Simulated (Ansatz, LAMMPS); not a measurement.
# Charge trapping in a frame of aqueous Rb+ and F-, 4.5 mol of salt per kg of water from 330 K (117 atoms), part 2 of 4

Aim: add and remove one electron in a frame of aqueous Rb+ and F-, 4.5 mol of salt per kg of water from 330 K (117 atoms), with atoms held and relaxed, and read trapping energy and localisation.

Ansatz 0.2.0; Kohn-Sham DFT, PBE+D4, PAW (set soft_2), plane waves.

The cell: 37 O, 74 H, 3 Rb and 3 F. The network of contacts between molecules at the start is that of the classical potential that made the cell. Only the Γ point is sampled, in a cell whose shortest periodic width is 11 Å. The liquid is relaxed first.

So far. Step 2 (Single point at the start): The r.m.s. force at the start is 0.53 eV/Å. Step 3 (Relaxation): The relaxation converged after 19 steps, 6.30 eV below its start, with a largest force component of 0.054 eV/Å.

## (4) Single point at the relaxed geometry

The electronic structure is read at the final geometry, in a run of its own.

The input, input.yaml:

```yaml
crystal:
  lattice:
    - [10.56729, 0.0, 0.0]
    - [0.0, 10.56729, 0.0]
    - [0.0, 0.0, 10.56729]
  atoms:
    - { symbol: O, position: [0.18819, 0.86633, 0.241] }
    - { symbol: H, position: [0.26169, 0.83711, 0.29257] }
    - { symbol: H, position: [0.16202, 0.79612, 0.18502] }
    - { symbol: O, position: [0.89894, 0.58559, 0.7592] }
    - { symbol: H, position: [0.97507, 0.57113, 0.81107] }
    - { symbol: H, position: [0.86323, 0.49923, 0.74327] }
    [... 105 atom lines left out ...]
    - { symbol: Rb, position: [0.0105, 0.28446, 0.23522] }
    - { symbol: Rb, position: [0.20817, 0.57287, 0.48282] }
    - { symbol: Rb, position: [0.42397, 0.88, 0.99454] }
    - { symbol: F, position: [0.11291, 0.51993, 0.89081] }
    - { symbol: F, position: [0.41087, 0.21797, 0.42055] }
    - { symbol: F, position: [0.50542, 0.59331, 0.88149] }
kpoints:
  mp_grid: { grid: [1, 1, 1] }
hamiltonian:
  xc: pbe
  dispersion: d4
scf:
  occupations: { method: gaussian, width: 0.025 }
output:
  forces: true
  stress: true
  populations: true
  dos:
    method: { smearing: { sigma: 0.1 } }
    de: 0.1
    projected: { site_lists: { F: [F], H: [H], O: [O], Rb: [Rb] } }
  eigenvalues: true
  write_density: true
  write_potential: true
  volumetric_format: npy
```

On the command line:

```sh
> ansatz run input.yaml --threads 4 --pin off --max-ram 8192MiB --backend cpu --events-out ev --progress --plain --runs-dir out
```

Numbers of over 12 decimals in the logs are rounded to 6 here.

The program printed:

```text
[...]
Crystal: 117 atoms, lattice volume = 1180.024 Å³
Basis set: ecut = 420 eV, 22983 PW (Γ), exchange–correlation on 144×144×144 points (8 copies of the dense FFT grid, shifted against one another)
Bands: 289, of which v1, the nominal top of the filled ones, is band 172 counted from 1 (171 counted from 0)
Symmetry: 1 space group operations
[...]
k-points: 1
[...]
SCF iter   1: F=—  HF=-34430.084107 eV  |F-HF|=—  |Δ(HF+E_count)|=         —  Δρ=2.61e-3  dr2=9.29e-2  ethr=1.77e-3  ⟨swp⟩=6.0  Hψ=1358  notcnv=0  defer=58
[...]
SCF iter   9: F=-34429.995226 eV  HF=-34429.995226 eV  |F-HF|=1.18e-8  |Δ(HF+E_count)|=   6.84e-8  Δρ=1.18e-6  dr2=1.56e-8  ethr=2.91e-11  ⟨swp⟩=19.0  Hψ=2776  notcnv=0
SCF 1 converged in 9 iterations: F = -34429.995226 eV  dr2 = 1.56e-8
[...]
WARN: The input density's exchange-correlation potential varies sharply where the density is thin. Do not read a vacuum level from v_tot or v_xc, or from such a field of the output density. On a cell that repeats whose density bears no net charge and no dipole along the vacuum's axis use v_es (v_loc + v_h of the components); [...]
SCF converged after 9 iterations
Free energy (F): -34429.995226 eV
[...]
Internal energy: -34429.995226 eV  (E = F + TS)
E sigma→0 (E₀):  -34429.995226 eV
Fermi energy:    0.550703 eV
[...]
--- Forces (eV/Å), atoms counted from 1 ---
  atom   1  O     -0.00684578    -0.00952602    -0.01190698
  atom   2  H     -0.00261981     0.00368217    -0.00254723
  atom   3  H      0.00662493     0.01354972     0.00483910
  atom   4  O     -0.00275331    -0.00163782    -0.00325812
  atom   5  H      0.00169165    -0.00061047     0.00139905
  atom   6  H      0.00115311     0.00320447     0.00005643
  atom   7  O      0.00508558    -0.00384581     0.00108043
  atom   8  H     -0.00094212    -0.00040182     0.00121424
  atom   9  H     -0.00257480     0.00154593    -0.00188979
  atom  10  O     -0.00208767     0.01215421     0.00009747
  atom  11  H      0.00120564    -0.00277106    -0.00186572
  atom  12  H      0.00243568    -0.00633401     0.00205694
  atom  13  O      0.01719353    -0.00499012    -0.00513095
  atom  14  H     -0.00548078    -0.00086902     0.00584198
[...]
atom 116  F     -0.00011740    -0.00222424    -0.00060865
  atom 117  F      0.00083425     0.00468234    -0.00741402
  max |Σ_I F_I| component: 2.86e-5 eV/Å
--- Stress (GPa, compression-positive) ---
       -0.319667       0.160448       0.172695
        0.160448       0.113778      -0.102853
        0.172695      -0.102853       0.236856
  P = ⅓ Tr σ = 0.0103 GPa (0.103 kbar)
--- Band table (eV) ---
[...]
--- Löwdin populations: 117 sites ---
  site symbol       q [e]
     0      O      6.6920
     1      H      0.6122
     2      H      0.6110
[...]
116      F      7.5803
  spilling = 0.009617 (of n_electrons = 344.000000)
```

Wall time 15 s (4 threads of Intel Xeon Platinum 8259CL at 2.50GHz (Skylake/Cascade Lake), shared host); peak memory 1.3 GiB.

The program notes that the exchange-correlation potential is rough where the density is thin.

Read from the output:

| Quantity | Value |
| --- | --- |
| free energy | -34429.9952 eV |
| free energy per atom | -294.2735 eV/atom |
| SCF cycles | 9 |
| pressure | 0.01032 GPa |
| r.m.s. force component | 0.00878 eV/Å |
| longest force | 0.06524 eV/Å |
| Fermi energy | 0.5507 eV |
| gap (highest filled to lowest empty level) | 5.082 eV |
| spilling of the projection | 0.009617 |

Löwdin charges by element and coordination (they lack the spilled electrons, 0.028 e an atom on average):

```
element  coordination  atoms  mean charge (e)  spread   least    most
      F           all      3           -0.576  0.0038  -0.580  -0.571
      F             0      2           -0.573   0.002  -0.575  -0.571
      F             1      1           -0.580       0  -0.580  -0.580
      H           all     74            0.384  0.0078   0.365   0.415
      O           all     37           -0.701  0.0227  -0.756  -0.669
      O             2     22           -0.687  0.0131  -0.724  -0.669
      O             3     14           -0.721  0.0137  -0.756  -0.701
      O             4      1           -0.754       0  -0.754  -0.754
     Rb           all      3            0.863  0.0142   0.851   0.883
     Rb             5      2            0.869  0.0141   0.855   0.883
     Rb             7      1            0.851       0   0.851   0.851
```

States in the cell by windows of 1 eV, zero at the Fermi level; the larger projections on atomic orbitals stand beside the total:

```
from (eV)  to (eV)  total   O p   H s  F p  Rb p
      -18      -11    0.0   0.0   0.0  0.0   0.0
      -11      -10   11.3   0.3   0.1  0.0  10.9
      -10       -9   22.6  11.1   4.7  0.2   6.4
       -9       -8   54.7  37.2  15.6  0.7   0.3
       -8       -7    3.4   2.4   0.9  0.0   0.0
       -7       -6   17.3  12.3   2.0  0.8   0.0
       -6       -5   29.0  21.5   2.3  1.9   0.1
       -5       -4   29.7  22.2   1.1  3.7   0.1
       -4       -3   53.4  42.9   0.2  9.4   0.1
       -3       -2   36.5  35.7   0.1  0.2   0.1
       -2        2    0.0   0.0   0.0  0.0   0.0
        2        3    2.0   0.0   0.8  0.0   0.0
        3        4    0.1   0.0   0.1  0.0   0.0
        4        5   11.9   0.9   5.6  0.1   0.0
```

Between -26 and -18 eV lie 83 more states.

The levels nearest the highest filled one (over half full), pooled over k-points and spins:

```
level less the highest filled one (eV)  occupation
                                -0.155           2
                                -0.105           2
                               -0.0979           2
                               -0.0677           2
                               -0.0271           2
                                     0           2
                                  5.08           0
                                  6.64           0
                                  6.81           0
                                  6.86           0
                                  7.04           0
                                  7.10           0
```

Valence density in the bc plane at fractional x = 0.424, with atoms of O and H and Rb and F within 0.2 Å of it. It is the smooth field of the valence electrons, not physical close to the nuclei.

Ten steps, logarithmic in the rise over the least value, from '_' (0.00 × 1e0 e/Å³) to '@' (9.40 × 1e0 e/Å³), each cell a mean:
```
..______________________________....::....__..--++********==
..____........__________________..::::::..____::==++**++==::
____....----::..______________..::----::..______..::----::..
____....::::..________________..::----::..__________________
______......____________________..::::::..__________________
__________________________________........__________________
____________________________________________________________
::::..________________..::....__________________________..::
++==::..____________..--====--..______________________..--++
%%**==::__________..::==####**--..____________________::++##
##**==::..________::==**%%@@##==::__________________..::++##
====--::..::----::::++**####**--..________......::....::--==
........--++####==----====----..________..::======--::......
______..==%%@@@@**--........____________..--++**++==::..____
______..--**%%%%++::......________________::==++++--::..____
____....::--====--::------::::..____________..::::::..______
__..--====--::....::==++****==::____________________________
::==******--..____::==**%%%%**--..__________________________
--**%%%%##==..____..--++##**++::..::::::..________________..
--**%%%%##==..______..::----::..::==++++==::..____________..
::==++**==::..________......__..::++##%%##++::..____....__..
....::::....____________________::==##%%%%++--..::--==--::..
..______________________________..==******--::::==++****++--
..______________________________..--====::....--++********==
```
Columns run along b (10.6 Å), rows up along c (10.6 Å). Atoms in or near the plane, at fractional coordinates: O at (0.43, 0.55), H at (0.35, 0.50), H at (0.61, 0.03), O at (0.09, 0.20), H at (0.13, 0.28), H at (0.75, 0.43), Rb at (0.88, 0.99), F at (0.22, 0.42).

Electrostatic potential energy in the bc plane at fractional x = 0.424, with atoms of O and H and Rb and F within 0.2 Å of it. With pseudopotentials it is smooth inside the atoms' cores, unlike the true potential.

Ten even steps from '0' (-40 eV) to '9' (6 eV), each cell a mean:
```
899999999999999999899997300016
999999999999999999999998631258
999977899999999999999999887789
999977899999999999999999999999
999999999999999999889999999999
999999999999999999999999999999
999999999999999999999999999999
999999999999999999999999999999
689999999998889999999999999987
048999999997325999999999999971
147899999974002899999999999983
887899999722225999999999999998
999997448866889999999867888999
999992005999999999999712689999
999994127999999999999877799999
999888889877899999999999999999
998427999745458999999999999999
985127999985016999999999999999
950038999997347997899999999999
940039999999999982378999999999
986589999999999986212899999999
999999999999999998201799876788
999999999999999996125898620147
899999999999999996268997300006
```
Columns run along b (10.6 Å; values clipped at the 3rd and 97th percentile), rows up along c (10.6 Å). Atoms in or near the plane, at fractional coordinates: O at (0.43, 0.55), H at (0.35, 0.50), H at (0.61, 0.03), O at (0.09, 0.20), H at (0.13, 0.28), H at (0.75, 0.43), Rb at (0.88, 0.99), F at (0.22, 0.42).

Between filled and empty levels lie 5.08 eV (at Γ alone); a semilocal functional tends to put such gaps too low. In a disordered cell it changes from sample to sample and from frame to frame. Mean Löwdin charges: F -0.58, H +0.38, O -0.70, Rb +0.86 e (they miss 0.96 % of the electrons, so they add up to more than the cell's charge). The largest share in the top eV of filled states is O p (98 % of the projected weight), and in the lowest eV of empty states H s (45 % of the projected weight).

## (5) An extra electron, atoms held

The electron count changes by one with the atoms held: a vertical process, on a uniform background, with spin and a narrow Fermi–Dirac smearing. Its energy against the neutral cell hangs on the program's zero of potential.

input.yaml, the sections that differ from step 4:

```yaml
crystal:
  lattice:
    - [10.56729, 0.0, 0.0]
    - [0.0, 10.56729, 0.0]
    - [0.0, 0.0, 10.56729]
  atoms:
    [... the 117 atom lines of step 4 ...]
total_charge: -1
scf:
  occupations: { method: fermi_dirac, width: 0.01 }
  lower_state_search: "off"
magnetization:
  spin_polarized: true
  initial_magnetization: 1
# kpoints, hamiltonian, output: as in step 4
```

The program printed:

```text
[...]
Crystal: 117 atoms, lattice volume = 1180.024 Å³
Basis set: ecut = 420 eV, 22983 PW (Γ), exchange–correlation on 144×144×144 points (8 copies of the dense FFT grid, shifted against one another)
Bands: 290, of which v1, the nominal top of the filled ones, is band 173 counted from 1 (172 counted from 0)
Symmetry: 1 space group operations
[...]
k-points: 1
[... 9 lines on functional and potentials left out ...]
Starting moments: Σ|m| = 1 μB on 117 of 117 sites
[...]
SCF iter   1: F=—  HF=-34470.945653 eV  |F-HF|=—  |Δ(HF+E_count)|=         —  Δρ=5.44e-2 (↑5.39e-2 ↓5.44e-2)  dr2=1.46e2  dr2_m=1.15e-2  M=1.000 μB ∫|m|=1.012 μB  β_m=1.00  ethr=3.10e-3  ⟨swp⟩=6.0  Hψ=2744  notcnv=0  defer=150
[...]
spin=Collinear: Resta preconditioning applied to the charge; magnetization (m = ρ↑ − ρ↓) channel mixes plain (no charge-response kernel on spin).
SCF iter   2: F=—  HF=-34437.999057 eV  |F-HF|=—  |Δ(HF+E_count)|=         —  Δρ=2.56e-2 (↑2.55e-2 ↓2.56e-2)  dr2=3.40e1  dr2_m=1.02e-3  M=0.988 μB ∫|m|=1.010 μB  β_m=0.30  ethr=3.10e-3  ⟨swp⟩=3.0  Hψ=1036  notcnv=0  defer=220
[...]
SCF iter   9: F=—  HF=-34427.003532 eV  |F-HF|=—  |Δ(HF+E_count)|=   2.58e-3  Δρ=1.62e-4 (↑1.56e-4 ↓1.62e-4)  dr2=9.19e-5  dr2_m=2.46e-4  M=-0.045 μB ∫|m|=0.050 μB  β_m=0.30  ethr=4.70e-7  ⟨swp⟩=3.0  Hψ=718  notcnv=0  defer=222
[...]
spin-set hold released at iteration 9 (site moments contracting): the magnetisation degrees of freedom join the quasi-Newton model from the next iteration; the mixer history was flushed
SCF iter  10: F=—  HF=-34427.004990 eV  |F-HF|=—  |Δ(HF+E_count)|=   1.46e-3  Δρ=1.00e-4 (↑1.00e-4 ↓9.92e-5)  dr2=4.13e-5  dr2_m=9.72e-5  M=-0.018 μB ∫|m|=0.024 μB  β_m=0.54  ethr=2.66e-8  ⟨swp⟩=2.5  Hψ=708  notcnv=0  defer=222
SCF iter  11: F=—  HF=-34427.005280 eV  |F-HF|=—  |Δ(HF+E_count)|=   2.90e-4  Δρ=2.29e-5 (↑2.17e-5 ↓2.29e-5)  dr2=8.29e-6  dr2_m=3.45e-6  M=0.002 μB ∫|m|=0.006 μB  β_m=0.58  ethr=1.20e-8  ⟨swp⟩=3.0  Hψ=785  notcnv=0  defer=222
[...]
SCF iter  15: F=-34427.005310 eV  HF=-34427.005310 eV  |F-HF|=4.41e-9  |Δ(HF+E_count)|=   3.23e-8  Δρ=3.94e-7 (↑3.68e-7 ↓3.94e-7)  dr2=4.99e-9  dr2_m=5.68e-10  M=-0.000 μB ∫|m|=0.000 μB  β_m=0.73  ethr=1.06e-11  ⟨swp⟩=7.0  Hψ=2907  notcnv=0
SCF iter  16: F=-34427.005310 eV  HF=-34427.005310 eV  |F-HF|=7.28e-10  |Δ(HF+E_count)|=   6.17e-9  Δρ=1.25e-7 (↑1.25e-7 ↓1.19e-7)  dr2=6.15e-10  dr2_m=6.40e-11  M=-0.000 μB ∫|m|=0.000 μB  ethr=1.45e-12  ⟨swp⟩=7.0  Hψ=3215  notcnv=0
WARN: the starting moments were not kept: the SCF closed with an absolute magnetisation of 1.2e-5 μB, where they sum to 1 μB in size (117 sites). That is at most 0.1 of that sum. Measured as dr2_m measures the in/out step, that magnetisation stands 3.0e-12 eV from none, [...]
SCF 1 converged in 16 iterations: F = -34427.005310 eV  dr2 = 6.15e-10
[...]
SCF converged after 16 iterations
Magnetization: -0.0000 μB (172.5000 up, 172.5000 down)
Absolute magnetization: 0.0000 μB (∫|ρ↑−ρ↓|, with the PAW one-centre terms)
[...]
Per-site moments (μB) at R_I (Å): [(2.0916896198574224e-7, 0.407703), (-3.400287763747573e-8, 0.411586), (-1.7728739180047112e-8, 0.407703), (-3.0899841027531327e-9, 0.406473), (-3.55088237305538e-9, [...]
Free energy (F): -34427.005310 eV
[...]
Internal energy: -34426.991447 eV  (E = F + TS)
E sigma→0 (E₀):  -34426.998379 eV
Entropy (-TS):   -0.013863 eV (-0.118 meV/atom)
Fermi energy:    3.039664 eV
[...]
Σ components = -34427.005310   (vs F -34427.005310, Δ=0.00e0)
--- Forces (eV/Å), atoms counted from 1 ---
  atom   1  O     -0.00819001     0.02046134     0.01967890
  atom   2  H      0.01639599    -0.00331871    -0.00068782
  atom   3  H     -0.00793954    -0.01810744    -0.03142395
  atom   4  O     -0.06274084     0.02664618    -0.04743708
[...]
atom 117  F      0.00315189     0.00267015    -0.00617118
  max |Σ_I F_I| component: 3.24e-6 eV/Å
--- Stress (GPa, compression-positive) ---
       -0.105479       0.138576       0.160561
        0.138576       0.307853      -0.098292
        0.160561      -0.098292       0.422684
  P = ⅓ Tr σ = 0.2084 GPa (2.084 kbar)
--- Band table (eV) ---
[...]
--- Löwdin populations: 117 sites ---
  site symbol       q [e]    m [muB]
     0      O      6.6969     0.0000
     1      H      0.6159    -0.0000
     2      H      0.6152    -0.0000
[...]
116      F      7.5822    -0.0000
  spilling = 0.009736 (of n_electrons = 345.000000)
```

It took 35 s on 4 threads; peak memory 2.1 GiB; 2.2 min of CPU time.

The program notes that starting moments were not kept.

An extra electron, atoms held: the energy stands 2.99 eV above that of the reference. An odd electron should give 1 μB; this run ended with the carrier shared between both spins.

The levels nearest the highest filled one (over half full), pooled over k-points and spins:

```
level less the highest filled one (eV)  occupation
                                 -5.06           1
                                 -5.06           1
                                     0         0.5
                                     0         0.5
                                  1.57           0
                                  1.57           0
                                  1.73           0
                                  1.73           0
```

(Part 2 of 4 ends here.)

[Logs are printed without paths, hosts, clocks, repeated set-up lines and the standing remarks that a program may print on its own settings, such as how far it seeks lower states.]

[Hosts, paths, dates, database ids (printed as entryN), source tags and the programs' standing remarks are cut or masked in the printed files.]
